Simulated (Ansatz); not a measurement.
# A hypothetical structure for Nb2TlSe4, part 2 of 2

Starting from a made-up structure for Nb2TlSe4, the aim is the relaxed cell, its shortest contacts and, where a second run follows, its electronic structure.

Ansatz 0.2.0; DFT, PBE, plane-wave PAW, files of the set soft_1, scalar-relativistic, no spin, cell and ions relaxed at zero pressure; PAW set soft_1 (the session's first sound run).

So far: Starting point; Relaxing cell and atoms. The relaxed cell has a = 3.496, c = 16.249 Å (conventional setting).

### Step 3. Bands of the relaxed cell

With the geometry fixed, one more self-consistent run, with a narrower smearing and the mesh shown in its input, gives the bands, and its pressure, and its forces where symmetry allows any, show how far the geometry depends on these settings.

This step: DFT, PBE, plane-wave PAW, files of the set soft_1, scalar-relativistic, no spin, bands and density of states at the relaxed cell; PAW set soft_1 (Ansatz 0.2.0).

Input file input.yaml:

```yaml
crystal:
  lattice:
    - [3.4962545886, 0.0, 0.0]
    - [-1.7481272943, 3.0278452919, 0.0]
    - [0.0, 0.0, 16.2488008899]
  atoms:
    - { symbol: Tl, position: [0.0, 0.0, 0.0153339691] }
    - { symbol: Nb, position: [0.6666666667, 0.3333333333, 0.7173124499] }
    - { symbol: Nb, position: [0.0, 0.0, 0.2938257213] }
    - { symbol: Se, position: [0.0, 0.0, 0.8199971293] }
    - { symbol: Se, position: [0.6666666667, 0.3333333333, 0.1906701125] }
    - { symbol: Se, position: [0.6666666667, 0.3333333333, 0.3957120153] }
    - { symbol: Se, position: [0.0, 0.0, 0.6156486026] }
kpoints:
  mp_grid: { grid: [10, 10, 2] }
  band_path:
    path:
      - [[0.0, 0.0, 0.0], [0.5, 0.0, 0.0], [0.33333333, 0.33333333, 0.0], [0.0, 0.0, 0.0], [0.0, 0.0, 0.5], [0.5, 0.0, 0.5], [0.33333333, 0.33333333, 0.5], [0.0, 0.0, 0.5]]
      - [[0.5, 0.0, 0.5], [0.5, 0.0, 0.0]]
      - [[0.33333333, 0.33333333, 0.0], [0.33333333, 0.33333333, 0.5]]
    npoints: 8
scf:
  occupations: { method: fermi_dirac, width: 0.03 }
  n_extra_bands: 11
hamiltonian:
  xc: pbe
  pseudopotentials: { kind: paw, azcp: { folder: soft_1 } }
output:
  forces: true
  stress: true
  write_bands: true
  dos: { projected: true }
  write_density: true
  write_potential: true
  elf: true
  volumetric_format: npy
```

Command:

```console
$ ansatz run input.yaml --threads 4 --pin off --max-ram 10240MiB --backend cpu --events-out ev --progress --plain --runs-dir out
```

Numbers of over 12 decimals in the logs are rounded to 6 here.

Log:

```text
[...]
Crystal: 7 atoms, lattice volume = 172.012 Å³
Basis set: ecut = 420 eV, 3349 PW (Γ), exchange–correlation on 48×48×240 points (8 copies of the dense FFT grid, shifted against one another)
Bands: 63, of which v1, the nominal top of the filled ones, is band 52 counted from 1 (51 counted from 0)
Symmetry: 6 space group operations
[...]
k-points: 28 of 200 (time reversal used)
[...]
SCF iter   1: F=—  HF=-42435.189986 eV  |F-HF|=—  |Δ(HF+E_count)|=         —  Δρ=4.88e-2  dr2=1.26e1  ethr=3.10e-3  ⟨swp⟩=6.4  Hψ=6347  notcnv=0  defer=2
[...]
SCF iter  10: F=-42432.812448 eV  HF=-42432.812448 eV  |F-HF|=3.96e-8  |Δ(HF+E_count)|=   4.55e-8  Δρ=4.69e-6  dr2=8.17e-8  ethr=9.71e-11  ⟨swp⟩=14.0  Hψ=12743  notcnv=0
SCF 1 converged in 10 iterations: F = -42432.812448 eV  dr2 = 8.17e-8
[...]
NSCF: frozen V_eff on 75 k-points
SCF converged after 10 iterations
Free energy (F): -42432.812448 eV
[...]
Internal energy: -42432.794018 eV  (E = F + TS)
E sigma→0 (E₀):  -42432.803233 eV
Entropy (-TS):   -0.018430 eV (-2.633 meV/atom)
Fermi energy:    9.635361 eV
[...]
--- Forces (eV/Å), atoms counted from 1 ---
  atom   1  Tl     0.00000000    -0.00000000     0.00612090
  atom   2  Nb     0.00000000    -0.00000000     0.00153522
  atom   3  Nb     0.00000000     0.00000000    -0.01230445
  atom   4  Se     0.00000000    -0.00000000    -0.00642385
  atom   5  Se     0.00000000     0.00000000     0.02384094
  atom   6  Se     0.00000000     0.00000000    -0.03284798
  atom   7  Se     0.00000000    -0.00000000     0.01993763
  max |Σ_I F_I| component: 1.42e-4 eV/Å
--- Stress (GPa, compression-positive) ---
        0.101034       0.000000       0.000000
        0.000000       0.101034      -0.000000
        0.000000      -0.000000      -0.240669
  P = ⅓ Tr σ = -0.0129 GPa (-0.129 kbar)
--- Band table (eV; the first three rows and the last of 28) ---
  k-point 0: bands = [... 48 lower, 8.5950, 8.5950, 10.1786, 10.3341, 12.2704, 12.2704, 12.3621, 12.3686, ... 7 higher]
  k-point 1: bands = [... 48 lower, 8.5942, 8.7826, 9.6792, 10.5201, 12.2699, 12.2699, 12.3261, 12.3691, ... 7 higher]
  k-point 2: bands = [... 48 lower, 8.4795, 8.6683, 10.0710, 10.2044, 11.5802, 12.1720, 12.3122, 12.3144, ... 7 higher]
  k-point 27: bands = [... 48 lower, 7.7120, 8.0234, 9.6491, 9.9640, 10.1448, 10.9077, 11.5434, 11.5889, ... 7 higher]
```

Wall time 20 s (4 threads of Arm Neoverse V2, shared host); peak memory 0.91 GiB.

Numbers from this step:

| Item | Value |
| --- | --- |
| free energy | -42432.8124 eV |
| energy at zero smearing | -42432.8032 eV |
| smearing term TS | 0.01843 eV |
| Fermi energy | 9.635 eV |
| pressure | -0.01287 GPa |

bands.tsv at the labelled points (eV, zero at the Fermi level; the bands that come nearest the Fermi level along the path):

```
point  band 48  band 49  band 50  band 51  band 52  band 53  band 54  band 55
    Γ    -1.09    -1.04    -1.04     0.54     0.70     2.64     2.64     2.73
    M    -1.58    -1.05    -0.95    -0.82    -0.25    -0.18     2.41     2.45
    K    -2.44    -1.94    -1.73     0.10     0.48     0.69     0.76     1.78
    Γ    -1.09    -1.04    -1.04     0.54     0.70     2.64     2.64     2.73
    A    -1.04    -1.04    -0.85     0.04     0.88     2.63     2.63     2.69
    L    -1.58    -1.04    -0.96    -0.79    -0.30    -0.15     2.41     2.45
    H    -2.61    -1.97    -1.64     0.10     0.45     0.73     0.77     1.78
    A    -1.04    -1.04    -0.85     0.04     0.88     2.63     2.63     2.69
    L    -1.58    -1.04    -0.96    -0.79    -0.30    -0.15     2.41     2.45
    M    -1.58    -1.05    -0.95    -0.82    -0.25    -0.18     2.41     2.45
    K    -2.44    -1.94    -1.73     0.10     0.48     0.69     0.76     1.78
    H    -2.61    -1.97    -1.64     0.10     0.45     0.73     0.77     1.78
```

Counts of states for the cell as run, both spins, by energy window (eV from the Fermi level):

```csv
from,to,total
-8,-7,0.48
-7,-6,0.53
-6,-5,1.09
-5,-4,5.46
-4,-3,5.16
-3,-2,5.69
-2,-1,7.09
-1,0,3.50
0,1,2.03
1,2,1.59
2,3,8.75
3,4,6.10
```

A further 74.0 states lie below the table's range.

ELF in the ac plane at fractional y = 1.000, with atoms of Tl and Nb and Se within 0.2 Å of it. It is the smooth field of the valence electrons, not physical close to the nuclei.

Values, 24 rows by 14 columns, each cell a mean:
```
0.28 0.31 0.37 0.39 0.34 0.26 0.17 0.12 0.18 0.28 0.36 0.39 0.36 0.30
0.25 0.24 0.22 0.18 0.14 0.09 0.05 0.04 0.06 0.10 0.15 0.19 0.22 0.24
0.73 0.71 0.67 0.58 0.41 0.21 0.07 0.04 0.09 0.25 0.46 0.61 0.68 0.72
0.51 0.60 0.73 0.78 0.71 0.49 0.20 0.11 0.25 0.55 0.74 0.78 0.71 0.57
0.19 0.34 0.61 0.76 0.74 0.56 0.28 0.17 0.33 0.60 0.76 0.74 0.56 0.29
0.60 0.62 0.65 0.61 0.46 0.27 0.15 0.13 0.17 0.30 0.50 0.63 0.65 0.62
0.26 0.26 0.24 0.20 0.15 0.17 0.23 0.27 0.22 0.16 0.16 0.21 0.25 0.26
0.56 0.57 0.57 0.50 0.35 0.22 0.15 0.14 0.16 0.24 0.40 0.53 0.57 0.57
0.32 0.44 0.64 0.75 0.70 0.51 0.25 0.16 0.30 0.56 0.73 0.74 0.61 0.40
0.35 0.47 0.67 0.78 0.73 0.53 0.24 0.13 0.29 0.59 0.76 0.77 0.64 0.43
0.86 0.85 0.83 0.76 0.58 0.30 0.09 0.04 0.12 0.36 0.64 0.79 0.84 0.86
0.45 0.41 0.32 0.20 0.09 0.04 0.02 0.02 0.02 0.04 0.11 0.23 0.34 0.42
0.02 0.02 0.03 0.07 0.17 0.29 0.39 0.42 0.37 0.26 0.14 0.06 0.03 0.02
0.07 0.09 0.16 0.33 0.53 0.65 0.71 0.73 0.70 0.64 0.48 0.28 0.14 0.08
0.14 0.17 0.26 0.45 0.63 0.70 0.71 0.71 0.71 0.69 0.59 0.40 0.24 0.16
0.45 0.41 0.33 0.27 0.36 0.50 0.59 0.62 0.58 0.48 0.32 0.27 0.34 0.42
0.36 0.57 0.72 0.55 0.24 0.19 0.28 0.34 0.26 0.18 0.30 0.62 0.71 0.52
0.59 0.65 0.63 0.42 0.22 0.25 0.36 0.41 0.34 0.23 0.25 0.48 0.65 0.64
0.23 0.21 0.22 0.31 0.49 0.62 0.67 0.69 0.67 0.60 0.44 0.28 0.21 0.22
0.12 0.15 0.25 0.44 0.62 0.69 0.72 0.73 0.72 0.69 0.58 0.39 0.22 0.14
0.05 0.06 0.10 0.20 0.35 0.50 0.59 0.61 0.57 0.47 0.31 0.16 0.09 0.06
0.25 0.24 0.20 0.15 0.12 0.12 0.14 0.15 0.14 0.12 0.13 0.16 0.21 0.24
0.27 0.31 0.37 0.39 0.32 0.24 0.16 0.12 0.17 0.26 0.34 0.39 0.36 0.30
0.10 0.05 0.17 0.38 0.40 0.32 0.22 0.17 0.24 0.34 0.41 0.34 0.14 0.04
```
Columns run along a (3.5 Å), rows up along c (16.2 Å). Atoms in or near the plane, at fractional coordinates: Tl at (0.00, 0.02), Nb at (0.00, 0.29), Se at (0.00, 0.82), Se at (0.00, 0.62).

Valence density in the ac plane at fractional y = 1.000, with atoms of Tl and Nb and Se within 0.2 Å of it. It is the smooth field of the valence electrons, not physical close to the nuclei.

Ten steps, logarithmic in the rise over the least value, from '0' (0 e/Å³) to '9' (32 e/Å³), each cell a mean:
```
44321000001234
11000000000001
11100000000111
86421000001247
98521100012358
22211111111122
11111111111111
22111111111112
87421100012357
98521100011358
22110000000112
00000000000000
00000000000000
00000111100000
00011111111000
33211111111123
55531100012455
55431110111345
11111111111111
00001111111000
00000000000000
10000000000001
44321000001234
66532100012456
```
Columns run along a (3.5 Å), rows up along c (16.2 Å). Atoms in or near the plane, at fractional coordinates: Tl at (0.00, 0.02), Nb at (0.00, 0.29), Se at (0.00, 0.82), Se at (0.00, 0.62).

Electrostatic potential energy in the ac plane at fractional y = 1.000, with atoms of Tl and Nb and Se within 0.2 Å of it. With pseudopotentials it is smooth inside the atoms' cores, unlike the true potential.

Ten even steps from '0' (-34 eV) to '9' (15 eV), each cell a mean:
```
12368899987532
88899999999988
78899999999988
77568999997667
98657899987568
66788888888776
99988766678899
77888877788887
87568899987567
98658999997568
77789999999877
99999999999999
99999999999999
99999988899999
99998877889999
34578888888754
00026899885100
00147899986310
67788888888877
99998877889999
99999999999999
88899999999988
12358899987531
00026889885100
```
Columns run along a (3.5 Å; values clipped at the 3rd and 97th percentile), rows up along c (16.2 Å). Atoms in or near the plane, at fractional coordinates: Tl at (0.00, 0.02), Nb at (0.00, 0.29), Se at (0.00, 0.82), Se at (0.00, 0.62).

### Step 4. Results

| Item | Value |
| --- | --- |
| space group, relaxed | P3m1 |
| conventional cell | a = 3.496, b = 3.496, c = 16.249 Å; α = 90.0°, β = 90.0°, γ = 120.0° |
| volume per atom | 24.57 Å³ (guess 23.90) |

In words: Nb2TlSe4 relaxes to P3m1 with a = 3.496, b = 3.496 and c = 16.249 Å. The guessed volume was 3 % too small. The space group P3m1 was held in the relaxation, so the end point is a stationary structure within it and may be a saddle against distortions or other arrangements. Bands cross the Fermi level, so it is a metal or semimetal at this level. The electron count is odd, which forces that without spin polarisation or a larger cell. On the 10×10×2 mesh with the narrower smearing (relaxed on 9×9×2) the largest force component is 0.033 eV/Å and the largest stress component is 0.241 GPa, against the relaxation's thresholds of 0.015 eV/Å and 0.05 GPa. The cutoff wasn't tested. A vector of the cell changed its length by 10 %, more than the volume shows. Spin-orbit coupling is left out, which can matter for elements this heavy. No dispersion term is used, so weakly bound directions may come out too long. The runs have no spin, and magnetism wasn't tested. Nothing here tests whether the compound is stable against decomposition.

[Logs are printed without paths, hosts, clocks, repeated set-up lines and the standing remarks that a program may print on its own settings, such as how far it seeks lower states.]

[Hosts, paths, dates, database ids (printed as entryN), source tags and the programs' standing remarks are cut or masked in the printed files.]
